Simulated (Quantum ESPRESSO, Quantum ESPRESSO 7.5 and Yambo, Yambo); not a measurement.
## A GW chain in Yambo: ZrSe3 (P2_1/m)

Aim: the G0W0 gap of ZrSe3 (P2_1/m) on PBEsol, step by step.

Method: PBEsol and many-body steps on it, plane waves, in Quantum ESPRESSO 7.5 and Yambo 5.3.0.

Most raw output is cut from this account.

## 1. The starting structure

It takes space group P2_1/m (No. 11, monoclinic). The conventional cell has a = 5.411 Å, b = 3.749 Å, c = 9.444 Å, α = 90.00°, β = 97.48°, γ = 90.00°. Nearest to Zr lie 8 Se at 2.72 to 2.87 Å. Se has 4 Zr at 2.72 to 2.87 Å nearest. Nearest to Se lie 1 Se at 2.34 Å and 2 Zr at 2.73 Å. Nearest to Se lie 1 Se at 2.34 Å and 2 Zr at 2.74 Å. Farther neighbours and most contacts between anions are not listed.

The cell and positions come from the Crystallography Open Database and are kept as given unless a step says otherwise.

## 2. Ground state

This step: Quantum ESPRESSO 7.5; DFT, PBEsol, plane waves, norm-conserving pseudopotentials.

The ground-state density comes first.

Input file pw.in:

```
&control
  calculation = 'scf'
  prefix = 'x'
  outdir = 'o'
  pseudo_dir = 'pseudo'
  tprnfor = .true.
  tstress = .true.
/
&system
  ibrav = 0
  nat = 8
  ntyp = 2
  ecutwfc = 104.0
  nbnd = 92
  force_symmorphic = .true.
/
&electrons
  conv_thr = 1e-10
  electron_maxstep = 80
  mixing_beta = 0.5
/
ATOMIC_SPECIES
  Zr 91.224 Zr.upf
  Se 78.971 Se.upf
CELL_PARAMETERS angstrom
  5.4109000000 -0.0000000000 -0.0000000000
  -0.0000000000 3.7488000000 0.0000000000
  -1.2294209091 0.0000000000 9.3636349901
ATOMIC_POSITIONS crystal
  Zr 0.2850000000 0.2500000000 0.6560000000
  Zr 0.7150000000 0.7500000000 0.3440000000
  Se 0.7620000000 0.2500000000 0.5540000000
  Se 0.2380000000 0.7500000000 0.4460000000
  Se 0.4560000000 0.2500000000 0.1740000000
  Se 0.5440000000 0.7500000000 0.8260000000
  Se 0.8880000000 0.2500000000 0.1690000000
  Se 0.1120000000 0.7500000000 0.8310000000
K_POINTS automatic
  4 6 2 0 0 0
```

Command:

```console
$ OMP_NUM_THREADS=1 mpirun -n 8 pw.x -nk 8 -in pw.in > pw.out
```

It took 3.5 min on 8 MPI ranks of Arm Neoverse V2, shared host; peak memory 3.6 GiB; 28 min of CPU time.

This step gave:

- total energy: -57962.0619 eV
- gap: 0.3212 eV
- k of the valence top: 0, 0, 0
- k of the conduction bottom: -0.5, 0.1667, 0
- least direct gap: 0.6027 eV
- pressure: -0.309 GPa

The gap is indirect, with the least direct gap 0.28 eV higher.

With these pseudopotential files and this cutoff the stress is not reliable, so the pressure is no result.

## 3. Bands along the symmetry lines

The cheap functional maps the bands first; the places of the edges decide which points the dearer methods must see.

Input file pw.in:

```
&control
  calculation = 'bands'
  prefix = 'x'
  outdir = 'o'
  pseudo_dir = 'pseudo'
/
&system
  ibrav = 0
  nat = 8
  ntyp = 2
  ecutwfc = 104.0
  nbnd = 90
  force_symmorphic = .true.
/
&electrons
  conv_thr = 1e-9
  electron_maxstep = 80
  diago_full_acc = .true.
  diago_thr_init = 5e-6
/
ATOMIC_SPECIES
  Zr 91.224 Zr.upf
  Se 78.971 Se.upf
CELL_PARAMETERS angstrom
  5.4109000000 -0.0000000000 -0.0000000000
  -0.0000000000 3.7488000000 0.0000000000
  -1.2294209091 0.0000000000 9.3636349901
ATOMIC_POSITIONS crystal
  Zr 0.2850000000 0.2500000000 0.6560000000
  Zr 0.7150000000 0.7500000000 0.3440000000
  Se 0.7620000000 0.2500000000 0.5540000000
  Se 0.2380000000 0.7500000000 0.4460000000
  Se 0.4560000000 0.2500000000 0.1740000000
  Se 0.5440000000 0.7500000000 0.8260000000
  Se 0.8880000000 0.2500000000 0.1690000000
  Se 0.1120000000 0.7500000000 0.8310000000
K_POINTS crystal
  81
  0.00000000 0.00000000 0.00000000 1
  0.00000000 0.06250000 0.00000000 1
  0.00000000 0.12500000 0.00000000 1
  0.00000000 0.18750000 0.00000000 1
  0.00000000 0.25000000 0.00000000 1
  0.00000000 0.31250000 0.00000000 1
  0.00000000 0.37500000 0.00000000 1
  0.00000000 0.43750000 0.00000000 1
  0.00000000 0.50000000 0.00000000 1
  0.00000000 0.50000000 0.06250000 1
  0.00000000 0.50000000 0.12500000 1
  0.00000000 0.50000000 0.18750000 1
  0.00000000 0.50000000 0.25000000 1
  0.00000000 0.50000000 0.31250000 1
  0.00000000 0.50000000 0.37500000 1
  0.00000000 0.50000000 0.43750000 1
  0.00000000 0.50000000 0.50000000 1
  0.00000000 0.43750000 0.50000000 1
  0.00000000 0.37500000 0.50000000 1
  0.00000000 0.31250000 0.50000000 1
  0.00000000 0.25000000 0.50000000 1
  0.00000000 0.18750000 0.50000000 1
  0.00000000 0.12500000 0.50000000 1
  0.00000000 0.06250000 0.50000000 1
  0.00000000 0.00000000 0.50000000 1
  0.00000000 0.00000000 0.43750000 1
  0.00000000 0.00000000 0.37500000 1
  0.00000000 0.00000000 0.31250000 1
  0.00000000 0.00000000 0.25000000 1
  0.00000000 0.00000000 0.18750000 1
  0.00000000 0.00000000 0.12500000 1
  0.00000000 0.00000000 0.06250000 1
  0.00000000 0.00000000 0.00000000 1
  -0.06250000 0.00000000 0.06250000 1
  -0.12500000 0.00000000 0.12500000 1
  -0.18750000 0.00000000 0.18750000 1
  -0.25000000 0.00000000 0.25000000 1
  -0.31250000 0.00000000 0.31250000 1
  -0.37500000 0.00000000 0.37500000 1
  -0.43750000 0.00000000 0.43750000 1
  -0.50000000 0.00000000 0.50000000 1
  -0.50000000 0.06250000 0.50000000 1
  -0.50000000 0.12500000 0.50000000 1
  -0.50000000 0.18750000 0.50000000 1
  -0.50000000 0.25000000 0.50000000 1
  -0.50000000 0.31250000 0.50000000 1
  -0.50000000 0.37500000 0.50000000 1
  -0.50000000 0.43750000 0.50000000 1
  -0.50000000 0.50000000 0.50000000 1
  -0.43750000 0.50000000 0.43750000 1
  -0.37500000 0.50000000 0.37500000 1
  -0.31250000 0.50000000 0.31250000 1
  -0.25000000 0.50000000 0.25000000 1
  -0.18750000 0.50000000 0.18750000 1
  -0.12500000 0.50000000 0.12500000 1
  -0.06250000 0.50000000 0.06250000 1
  0.00000000 0.50000000 0.00000000 1
  -0.06250000 0.50000000 0.00000000 1
  -0.12500000 0.50000000 0.00000000 1
  -0.18750000 0.50000000 0.00000000 1
  -0.25000000 0.50000000 0.00000000 1
  -0.31250000 0.50000000 0.00000000 1
  -0.37500000 0.50000000 0.00000000 1
  -0.43750000 0.50000000 0.00000000 1
  -0.50000000 0.50000000 0.00000000 1
  -0.50000000 0.43750000 0.00000000 1
  -0.50000000 0.37500000 0.00000000 1
  -0.50000000 0.31250000 0.00000000 1
  -0.50000000 0.25000000 0.00000000 1
  -0.50000000 0.18750000 0.00000000 1
  -0.50000000 0.12500000 0.00000000 1
  -0.50000000 0.06250000 0.00000000 1
  -0.50000000 0.00000000 0.00000000 1
  -0.43750000 0.00000000 0.00000000 1
  -0.37500000 0.00000000 0.00000000 1
  -0.31250000 0.00000000 0.00000000 1
  -0.25000000 0.00000000 0.00000000 1
  -0.18750000 0.00000000 0.00000000 1
  -0.12500000 0.00000000 0.00000000 1
  -0.06250000 0.00000000 0.00000000 1
  0.00000000 0.00000000 0.00000000 1
```

Elapsed: 2 min, on 8 MPI ranks; peak memory 2.5 GiB; 16 min of CPU time.

This step gave:

```yaml
gap: 0.3146 eV
k_of_the_valence_top: -0.125, 0, 0
k_of_the_conduction_bottom: -0.5, 0.125, 0
least_direct_gap: 0.5952 eV
```

The gap is 0.315 eV, −0.007 eV from the run before at this level.

The electronic bands at the labelled points (eV, zero at the top of the highest filled band):

```
  point  band 81  band 82  band 83  band 84  band 85  band 86  band 87  band 88
      Γ    -0.69    -0.58    -0.11     0.00     0.66     1.04     2.67     2.87
halfway    -1.29    -1.23    -1.03    -0.89     1.78     2.00     2.71     2.83
      Z    -1.70    -1.70    -1.16    -1.16     2.41     2.41     2.82     2.82
halfway    -1.80    -1.80    -1.15    -1.15     2.43     2.43     2.82     2.82
      D    -1.91    -1.91    -1.15    -1.15     2.44     2.44     2.82     2.82
halfway    -1.23    -1.10    -0.99    -0.91     1.63     2.22     2.67     2.88
      B    -0.69    -0.60    -0.14    -0.10     0.50     1.20     2.68     2.84
halfway    -0.70    -0.59    -0.13    -0.05     0.55     1.15     2.69     2.83
      Γ    -0.69    -0.58    -0.11     0.00     0.66     1.04     2.67     2.87
halfway    -0.87    -0.58    -0.56    -0.09     0.80     1.15     1.83     2.12
      A    -1.47    -0.89    -0.45    -0.42     0.34     0.56     1.16     1.26
halfway    -1.34    -1.19    -1.06    -0.99     0.39     0.57     2.11     2.21
      E    -1.67    -1.67    -1.42    -1.42     0.58     0.58     2.54     2.54
halfway    -1.56    -1.56    -1.28    -1.28     2.27     2.27     2.43     2.43
      Z    -1.70    -1.70    -1.16    -1.16     2.41     2.41     2.82     2.82
halfway    -1.52    -1.52    -1.21    -1.21     2.12     2.12     2.49     2.49
     C2    -1.83    -1.83    -1.33    -1.33     0.57     0.57     2.44     2.44
halfway    -1.30    -1.28    -1.19    -1.00     0.37     0.58     2.05     2.09
     Y2    -0.97    -0.56    -0.38    -0.30     0.33     0.67     1.14     1.23
halfway    -0.57    -0.51    -0.38    -0.06     0.85     1.10     1.84     2.17
      Γ    -0.69    -0.58    -0.11     0.00     0.66     1.04     2.67     2.87
```

## 4. Empty states on the mesh, 2×4×2 mesh, 214 bands

The sums over transitions need many empty states on a uniform mesh; this step solves for them.

Input file pw.in:

```
&control
  calculation = 'nscf'
  prefix = 'x'
  outdir = 'o'
  pseudo_dir = 'pseudo'
/
&system
  ibrav = 0
  nat = 8
  ntyp = 2
  ecutwfc = 104.0
  nbnd = 214
  force_symmorphic = .true.
/
&electrons
  conv_thr = 1e-9
  electron_maxstep = 80
  diago_full_acc = .true.
  diago_thr_init = 5e-6
/
ATOMIC_SPECIES
  Zr 91.224 Zr.upf
  Se 78.971 Se.upf
CELL_PARAMETERS angstrom
  5.4109000000 -0.0000000000 -0.0000000000
  -0.0000000000 3.7488000000 0.0000000000
  -1.2294209091 0.0000000000 9.3636349901
ATOMIC_POSITIONS crystal
  Zr 0.2850000000 0.2500000000 0.6560000000
  Zr 0.7150000000 0.7500000000 0.3440000000
  Se 0.7620000000 0.2500000000 0.5540000000
  Se 0.2380000000 0.7500000000 0.4460000000
  Se 0.4560000000 0.2500000000 0.1740000000
  Se 0.5440000000 0.7500000000 0.8260000000
  Se 0.8880000000 0.2500000000 0.1690000000
  Se 0.1120000000 0.7500000000 0.8310000000
K_POINTS automatic
  2 4 2 0 0 0
```

Command:

```console
$ OMP_NUM_THREADS=1 mpirun -n 8 pw.x -nk 4 -in pw.in > pw.out
```

Elapsed: 76 s, on 8 MPI ranks; peak memory 2.3 GiB; 10 min of CPU time.

Numbers from this step:

- gap: 0.3297 eV
- k of the valence top: 0, 0, 0
- k of the conduction bottom: -0.5, 0, 0
- least direct gap: 0.6027 eV
- k points computed: 12
- lowest point of the top converged band, above the valence top: 36.83 eV

On this mesh the gap is 0.330 eV.

## 5. Conversion and set-up

This step: Yambo 5.3.0; conversion and set-up on PBEsol, plane waves, norm-conserving pseudopotentials.

The states are converted to the many-body program's format and the q mesh is built.

Command:

```console
$ (cd o/x.save; p2y > p2y.log; mv SAVE ../..); yambo > setup.log
```

Run time: 4.4 s. Hardware: 1 MPI rank; peak memory 0.28 GiB.

## 6. Screening and self-energy, 2×4×2 mesh, 214 bands, screening to 88.4 eV

Now the one-shot GW correction: screening in the RPA, then the self-energy of the levels asked for.

This step: G0W0 on PBEsol, plane waves, norm-conserving pseudopotentials.

Input file gw1.in:

```
HF_and_locXC
gw0
dyson
ppa
em1d
rim_cut
RandQpts= 1000000
RandGvec= 1 RL
EXXRLvcs= 104 Ry
VXCRLvcs= 416 Ry
Chimod= "HARTREE"
% BndsRnXp
 1 | 214 |
%
NGsBlkXp= 6.5 Ry
% LongDrXp
 1 | 1 | 1 |
%
% GbndRnge
 1 | 214 |
%
DysSolver= "n"
ExtendOut
PPAPntXp= 27.21138 eV
% QPkrange
 1 | 1 | 83 | 86 |
 7 | 7 | 83 | 86 |
 2 | 2 | 83 | 86 |
%
```

Command:

```console
$ OMP_NUM_THREADS=2 mpirun -n 4 yambo -F gw1.in -J gw1 -C gw1 > gw1.log
```

Run time: 7 min. Hardware: 4 MPI ranks; peak memory 14 GiB; 52 min of CPU time.

Numbers from this step:

| Item | Value |
| --- | --- |
| G0W0 gap on the points computed | 0.8915 eV |
| starting gap on the mesh | 0.3297 eV |
| k of the valence top | 0, 0, 0 |
| k of the conduction bottom | -0.5, 0, 0 |
| least direct G0W0 gap on the computed points | 1.197 eV |
| Z at the valence top | 0.7955 |
| Z at the conduction bottom | 0.7940 |

The gap on the mesh goes from 0.33 eV to 0.89 eV, a correction of +0.56 eV.

Limits: finite bands, cutoff and mesh; no spin-orbit coupling; coarse k mesh. v1 is the top filled band, c1 the lowest empty one. Levels before and after the correction, in eV, zero at the valence-band top of each column:

```
           conduction bottom  valence top
Kohn-Sham               0.33         0.00
     G0W0               0.89         0.00
```

```
                   level  energy (eV)
Kohn-Sham           Γ v2       -0.110
Kohn-Sham           Γ v1        0.000
Kohn-Sham           Γ c1        0.661
Kohn-Sham           Γ c2        1.044
Kohn-Sham  (-0.5 0 0) v2       -0.372
Kohn-Sham  (-0.5 0 0) v1       -0.300
Kohn-Sham  (-0.5 0 0) c1        0.330
Kohn-Sham  (-0.5 0 0) c2        0.670
     G0W0           Γ v2       -0.092
     G0W0           Γ v1        0.000
     G0W0           Γ c1        1.231
     G0W0           Γ c2        1.734
     G0W0  (-0.5 0 0) v2       -0.443
     G0W0  (-0.5 0 0) v1       -0.359
     G0W0  (-0.5 0 0) c1        0.891
     G0W0  (-0.5 0 0) c2        1.311
```

## 7. Where the time went

Times are wall times on the hardware named with each run, good to a factor of about two.

```
                          step     time  share  memory (GiB)
                  ground state  3.5 min   25 %           3.6
bands along the symmetry lines    2 min   15 %           2.5
      empty states on the mesh     76 s    9 %           2.3
         conversion and set-up    4.4 s    1 %          0.28
     screening and self-energy    7 min   50 %            14
```

## 8. Outcome

```json
{
 "PBEsol gap": "0.31 eV, indirect",
 "G0W0 gap on the mesh": "0.89 eV",
 "GW settings": "2×4×2 mesh, 214 bands, screening to 88.4 eV, Godby-Needs plasmon pole",
 "known limits": "not at the basis limit; no spin-orbit coupling; coarse k mesh"
}
```

G0W0 moves the gap on the mesh from 0.33 eV to 0.89 eV (+0.56 eV), with Z of 0.80 and 0.79 at the edges. Only 3 of the mesh's irreducible points were corrected, so a valley elsewhere could overtake. The dearest step here is «screening and self-energy». Bands and cutoff are finite, so the gap is not at the basis limit. The miss can reach some tenths of an eV and take either sign; the mesh is an error of its own. In the G0W0 run levels were corrected at 3 k points alone, so a gap called «on the mesh» is the least over those, and an edge elsewhere would be missed. The 2×4×2 mesh is coarse for this cell, which bears on the long-range parts of exchange and screening. The many-body steps are scalar-relativistic: spin-orbit coupling is not in them.

[Paths, hosts, dates, memory and timing lines, banners, echoed tables and standing remarks are left out of the program output.]

[Logs are printed without paths, hosts, clocks, repeated set-up lines and the standing remarks that a program may print on its own settings, such as how far it seeks lower states.]

[Runs of the session that timed out or met a known fault of the program may be left out.]

[Hosts, paths, dates, database ids (printed as entryN), source tags and the programs' standing remarks are cut or masked in the printed files.]
